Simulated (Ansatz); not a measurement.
**Ba2TiSnO6: complex band structure**

A new crystal, Ba2TiSnO6: structure, gap and complex bands. It is built by putting Sn for Zr in the Ba2ZrTiO6 structure of space group Fm-3m, with the volume rescaled by atomic radii. The parent structure comes from the Materials Project.

Calculated with Ansatz 0.2.0; r2SCAN DFT, plane waves, PAW files, in the first sound run; inputs show where later runs differ.

This is a report of a sequence of runs, with most program output left out.

The structure was built from a prototype and need not be the compound's stable phase.

### Step 1. The starting structure

The structure is cubic, space group Fm-3m (No. 225). Conventional cell: a = 8.129 Å, b = 8.129 Å, c = 8.129 Å, α = 90.00°, β = 90.00°, γ = 90.00°. Nearest to Ba lie 12 O at 2.87 Å. Nearest to Sn lie 6 O at 2.09 Å. Nearest to Ti lie 6 O at 1.97 Å. Nearest to O lie 1 Ti at 1.97 Å and 1 Sn at 2.09 Å and 4 Ba at 2.87 Å. It derives from Ba2ZrTiO6. Sn for Zr in the Ba2ZrTiO6 structure of space group Fm-3m. Farther neighbours and most contacts between anions are not listed.

Structure file:

```cif
data_structure
_symmetry_space_group_name_H-M 'Fm-3m'
_symmetry_Int_Tables_number 225
_cell_length_a 8.1291
_cell_length_b 8.1291
_cell_length_c 8.1291
_cell_angle_alpha 90.000
_cell_angle_beta 90.000
_cell_angle_gamma 90.000
_cell_volume 537.20
loop_
_atom_site_label
_atom_site_type_symbol
_atom_site_symmetry_multiplicity
_atom_site_Wyckoff_symbol
_atom_site_fract_x
_atom_site_fract_y
_atom_site_fract_z
_atom_site_occupancy
Ba1 Ba 8 c 0.25000 0.75000 0.75000 1
Sn1 Sn 4 b 0.50000 0.00000 0.00000 1
Ti1 Ti 4 a 0.00000 0.00000 0.00000 1
O1 O 24 e 0.50000 0.74252 0.00000 1
```

### Step 2. Relaxing the new crystal

The substituted atoms don't fit the parent's cell, so cell and atoms relax together. A small smearing keeps the run stable in case the gap closes on the way.

The input, input.yaml:

```yaml
crystal:
  lattice:
    - [0.0, 4.064574543, 4.064574543]
    - [4.064574543, 0.0, 4.064574543]
    - [4.064574543, 4.064574543, 0.0]
  atoms:
    - { symbol: Ba, position: [0.25, 0.25, 0.25] }
    - { symbol: Ba, position: [0.75, 0.75, 0.75] }
    - { symbol: Sn, position: [0.5, 0.5, 0.5] }
    - { symbol: Ti, position: [0.0, 0.0, 0.0] }
    - { symbol: O, position: [0.242518, 0.757482, 0.242518] }
    - { symbol: O, position: [0.242518, 0.242518, 0.757482] }
    - { symbol: O, position: [0.757482, 0.242518, 0.242518] }
    - { symbol: O, position: [0.757482, 0.242518, 0.757482] }
    - { symbol: O, position: [0.757482, 0.757482, 0.242518] }
    - { symbol: O, position: [0.242518, 0.757482, 0.757482] }
kpoints:
  mp_grid: { grid: [6, 6, 6] }
scf:
  occupations: { method: gaussian, width: 0.03 }
hamiltonian:
  xc: r2scan
output:
  forces: true
  stress: true
relax:
  f_tol: 0.02
  max_steps: 60
  cell: {}
```

Command:

```console
$ ansatz run input.yaml --threads 2 --pin off --max-ram 4096MiB --backend cpu --events-out ev --progress --plain --runs-dir out
```

Wall time 29 s (2 threads of Arm Neoverse V2, shared host); peak memory 0.91 GiB.

Step by step:

```
step  energy less that of the first step (eV)  largest force component (eV/Å)  pressure (GPa)  volume (Å³)
   1                                   0.0000                          0.4405           -0.25       134.30
   2                                  -0.0171                          0.0295            0.57       133.58
   3                                  -0.0177                          0.0094           -0.20       134.19
   4                                  -0.0178                          0.0002            0.00       134.03
  5*                                  -0.0177                          0.0002            0.00       134.03
```

Relaxation steps marked * repeat the geometry before them on a plane-wave basis chosen anew for their cell, so energy and pressure can jump there.

Forces are held to the 48 operations that the run works with; a distortion that breaks them can't arise in this run.

```
conventional cell, symmetrised  before  after  change
                         a (Å)   8.129  8.124  -0.1 %
                         b (Å)   8.129  8.124  -0.1 %
                         c (Å)   8.129  8.124  -0.1 %
              volume (Å³/atom)   13.43  13.40  -0.2 %
```

The atoms that moved most (Å, as changes of fractional coordinates times the final cell):

```
atom      dx      dy      dz  length
  O8   0.000  -0.013   0.000   0.013
  O9   0.000   0.000  -0.013   0.013
 O10  -0.013   0.000   0.000   0.013
  O6   0.000   0.000   0.013   0.013
  O7   0.013   0.000   0.000   0.013
  O5   0.000   0.013   0.000   0.013
```

This step gave:

* free energy: -23897.2291 eV
* Fermi energy: 11.66 eV
* pressure: -4.39e-4 GPa

The largest force component on a free atom ends at 1.9e-4 eV/Å.

### Step 3. Band edges

The energy window and the wavevectors of the next steps follow from the band edges, so these are searched first, off the mesh as well.

The input, input.yaml:

```yaml
crystal:
  lattice:
    - [0.0, 4.0618793802, 4.0618793802]
    - [4.0618793802, 0.0, 4.0618793802]
    - [4.0618793802, 4.0618793802, 0.0]
  atoms:
    - { symbol: Ba, position: [0.25, 0.25, 0.25] }
    - { symbol: Ba, position: [0.75, 0.75, 0.75] }
    - { symbol: Sn, position: [0.5, 0.5, 0.5] }
    - { symbol: Ti, position: [0.0, 0.0, 0.0] }
    - { symbol: O, position: [0.2441471635, 0.7558528365, 0.2441471635] }
    - { symbol: O, position: [0.2441471635, 0.2441471635, 0.7558528365] }
    - { symbol: O, position: [0.7558528365, 0.2441471635, 0.2441471635] }
    - { symbol: O, position: [0.7558528365, 0.2441471635, 0.7558528365] }
    - { symbol: O, position: [0.7558528365, 0.7558528365, 0.2441471635] }
    - { symbol: O, position: [0.2441471635, 0.7558528365, 0.7558528365] }
kpoints:
  mp_grid: { grid: [6, 6, 6] }
  band_path: { path: [VBM, CBM], npoints: 30 }
scf:
  occupations: { method: fixed }
hamiltonian:
  xc: r2scan
output:
  eigenvalues: true
  write_potential: true
  write_density: true
  volumetric_format: npy
```

Run time: 17 s. Hardware: 2 threads; peak memory 0.8 GiB.

This step gave:

- Fermi energy: 9.949 eV
- gap on the k-mesh: 3.413 eV
- gap on path: 3.413 eV, by band count; negative where bands overlap
- direct gap on path: 3.462 eV
- edge places on path: 0, 0.7734 1/A along the path

The electronic bands at the labelled points (eV, zero at the Fermi level (highest filled level under fixed occupations); v1 is the highest filled band, c1 the lowest empty one):

```
  point     v4     v3     v2     v1    c1    c2    c3    c4
    VBM  -0.33   0.00   0.00   0.00  3.49  3.49  3.49  4.93
halfway  -0.64  -0.50  -0.50  -0.02  3.45  3.74  3.74  4.55
    CBM  -1.07  -0.92  -0.92  -0.05  3.41  3.45  3.98  3.98
```

The searched edges give 3.41 eV, as on the mesh.

### Step 4. Complex bands, plane (001)

This step: r2SCAN DFT, plane waves, PAW files; complex bands by layer matching along the plane's normal (Ansatz 0.2.0).

The same crystal is laid in a cell whose first two vectors span the (001) plane (indices of the standard conventional cell, whose axes can be ordered otherwise than in the bulk input). At fixed energy and wavevector in the plane the solver finds all kz, real and complex. A few wavevectors are listed, (0, 0) and (-0.5, -0.5) in units of the plane's reciprocal vectors; the slowest state needn't be among them.

The input, input.yaml:

```yaml
crystal:
  lattice:
    - [5.744364908, 0.0, 0.0]
    - [0.0, 5.744364908, 0.0]
    - [2.872182454, 2.872182454, 4.06187938]
  atoms:
    - { symbol: Ba, position: [0.25, 0.75, 0.5] }
    - { symbol: Ba, position: [0.75, 0.25, 0.5] }
    - { symbol: Sn, position: [0.5, 0.5, 0.0] }
    - { symbol: Ti, position: [0.0, 0.0, 0.0] }
    - { symbol: O, position: [0.2441471635, 0.2441471635, 0.0] }
    - { symbol: O, position: [0.7558528365, 0.7558528365, 0.488294327] }
    - { symbol: O, position: [0.2441471635, 0.7558528365, 0.0] }
    - { symbol: O, position: [0.7558528365, 0.7558528365, 0.0] }
    - { symbol: O, position: [0.2441471635, 0.2441471635, 0.511705673] }
    - { symbol: O, position: [0.7558528365, 0.2441471635, 0.0] }
kpoints:
  mp_grid: { grid: [6, 6, 6] }
scf:
  occupations: { method: fixed }
hamiltonian:
  xc: r2scan
output:
  eigenvalues: true
  transmission:
    leads: [[0, 0]]
    kpoints: [[0.0, 0.0], [-0.5, -0.5]]
    e_range: [-1.0, 4.41]
    de: 0.14
```

It took 70 s on 2 threads; peak memory 1.6 GiB; 2.3 min of CPU time.

This step gave:

| Property | Result |
| --- | --- |
| level to which the leads are filled | 1.707 eV from the Fermi level |
| decay constant at the filling level, zone centre | 0.3953 Å⁻¹ |
| decay constant at the filling level, slowest listed point | 0.3953 Å⁻¹ |

K parallel (0, 0); values up to 1.5 1/Å, a degenerate pair printed once or twice; energies at which all values exceed this have no row. Im kz of the slowest decaying states against energy, zero at the highest filled level on the SCF mesh:

```
energy (eV)  decay 1 (Å⁻¹)  decay 2 (Å⁻¹)  decay 3 (Å⁻¹)  decay 4 (Å⁻¹)
      -1.00          0.138          0.179          0.232          0.393
      -0.72          0.308          0.360          0.428          0.457
      -0.44          0.377          0.420          0.462          0.496
      -0.16          0.166          0.276          0.422          0.459
      -0.02          0.218          0.365          0.439          0.473
       0.12          0.152          0.255          0.431          0.453
       0.40          0.261          0.308          0.475          0.498
       0.54          0.296          0.327          0.484          0.506
       0.82          0.347          0.356          0.497          0.517
       1.10          0.376          0.384          0.505          0.522
       1.38          0.388          0.412          0.510          0.522
       1.66          0.395          0.436          0.470          0.511
       1.94          0.397          0.421          0.461          0.497
       2.22          0.375          0.395          0.476          0.504
       2.50          0.327          0.388          0.467          0.497
       2.78          0.275          0.377          0.448          0.486
       2.92          0.245          0.371          0.433          0.480
       3.20          0.169          0.354          0.354          0.417
       3.48         0.0749          0.334          0.432          0.448
       3.76          0.309          0.428          0.431          0.448
       4.04          0.173          0.278          0.403          0.417
       4.32          0.238          0.373          0.374          0.383
```

K parallel (-0.5, -0.5); values up to 1.5 1/Å, a degenerate pair printed once or twice; energies at which all values exceed this have no row. Im kz of the slowest decaying states against energy, zero at the highest filled level on the SCF mesh:

```
energy (eV)  decay 1 (Å⁻¹)  decay 2 (Å⁻¹)  decay 3 (Å⁻¹)  decay 4 (Å⁻¹)
      -1.00          0.130          0.252           1.23           1.31
      -0.72          0.237          0.240          0.284          0.333
      -0.44          0.345          0.357          0.369          0.434
      -0.16          0.409          0.411          0.451          0.480
      -0.02          0.102          0.424          0.437          0.487
       0.12          0.248          0.430          0.458          0.514
       0.40          0.417          0.488          0.541          0.574
       0.54          0.444          0.496          0.552          0.599
       0.82          0.483          0.489          0.571          0.594
       1.10          0.465          0.509          0.587          0.601
       1.38          0.438          0.525          0.599          0.613
       1.66          0.410          0.532          0.609          0.626
       1.94          0.380          0.532          0.617          0.637
       2.22          0.348          0.525          0.622          0.645
       2.50          0.311          0.509          0.626          0.651
       2.78          0.267          0.483          0.629          0.656
       2.92          0.241          0.464          0.629          0.657
       3.20          0.171          0.405          0.630          0.658
       3.48          0.518          0.631          0.656          0.735
       3.76          0.552          0.639          0.653          0.715
       4.04          0.143          0.565          0.574          0.648
       4.32          0.128          0.307          0.590          0.598
```

At the listed wavevectors the last open channel is at -0.02 eV and the next at +3.48 eV on the grid. At +1.66 eV, the grid energy nearest the filling level (the middle of the gap on the SCF mesh), the slowest state at the listed wavevectors decays with κ = 0.395 Å⁻¹, its amplitude falling by e over 2.5 Å. Through 1 nm of this crystal that state's transmission falls by exp(−2 × 0.395 Å⁻¹ × 10 Å) = 3.7e-4.

### Step 5. Complex bands, plane (111)

The same for the (111) plane, at (0, 0) and (0, -0.5), to see how the decay depends on direction.

The input, input.yaml:

```yaml
crystal:
  lattice:
    - [5.744364908, 0.0, 0.0]
    - [2.872182454, 4.974765939, 0.0]
    - [2.872182454, 1.658255313, 4.690254307]
  atoms:
    - { symbol: Ba, position: [0.75, 0.75, 0.75] }
    - { symbol: Ba, position: [0.25, 0.25, 0.25] }
    - { symbol: Sn, position: [0.5, 0.5, 0.5] }
    - { symbol: Ti, position: [0.0, 0.0, 0.0] }
    - { symbol: O, position: [0.2441471635, 0.7558528365, 0.2441471635] }
    - { symbol: O, position: [0.7558528365, 0.2441471635, 0.2441471635] }
    - { symbol: O, position: [0.7558528365, 0.7558528365, 0.2441471635] }
    - { symbol: O, position: [0.7558528365, 0.2441471635, 0.7558528365] }
    - { symbol: O, position: [0.2441471635, 0.7558528365, 0.7558528365] }
    - { symbol: O, position: [0.2441471635, 0.2441471635, 0.7558528365] }
kpoints:
  mp_grid: { grid: [6, 6, 6] }
scf:
  occupations: { method: fixed }
hamiltonian:
  xc: r2scan
output:
  eigenvalues: true
  transmission:
    leads: [[0, 0]]
    kpoints: [[0.0, 0.0], [0.0, -0.5]]
    e_range: [-1.0, 4.41]
    de: 0.09
```

It took 71 s on 2 threads; peak memory 1.5 GiB.

Numbers from this step:

```yaml
decay_constant_at_the_filling_level_zone_centre: 0.3456 Å⁻¹
decay_constant_at_the_filling_level_slowest_listed_point: 0.3456 Å⁻¹
```

K parallel (0, 0); values up to 1.5 1/Å, a degenerate pair printed once or twice; energies at which all values exceed this have no row. Table of Im kz of the slowest decaying states by energy, zero at the highest filled level on the SCF mesh:

```
energy (eV)  decay 1 (Å⁻¹)  decay 2 (Å⁻¹)  decay 3 (Å⁻¹)  decay 4 (Å⁻¹)
      -1.00          0.161          0.215          0.378          0.478
      -0.73        0.00747          0.271          0.409          0.490
      -0.46          0.335          0.435          0.498          0.519
      -0.19          0.117          0.348          0.426          0.457
      -0.01          0.172          0.371          0.471          0.493
       0.08          0.136          0.192          0.213          0.380
       0.35          0.239          0.267          0.399          0.425
       0.62          0.273          0.336          0.411          0.509
       0.89          0.299          0.385          0.416          0.515
       1.16          0.319          0.419          0.519          0.600
       1.43          0.335          0.432          0.521          0.607
       1.70          0.346          0.441          0.522          0.609
       1.97          0.353          0.427          0.464          0.522
       2.24          0.356          0.417          0.476          0.520
       2.51          0.356          0.402          0.484          0.516
       2.78          0.352          0.380          0.489          0.509
       3.05          0.341          0.345          0.492          0.497
       3.32          0.267          0.310          0.459          0.481
       3.59          0.210          0.350          0.438          0.488
       3.86          0.314          0.468          0.482          0.492
       4.13          0.280          0.440          0.471          0.473
       4.40          0.237          0.384          0.458          0.467
```

(Continued in part 2 of 2.)

[Logs are printed without paths, hosts, clocks, repeated set-up lines and the standing remarks that a program may print on its own settings, such as how far it seeks lower states.]

[Hosts, paths, dates, database ids (printed as entryN), source tags and the programs' standing remarks are cut or masked in the printed files.]
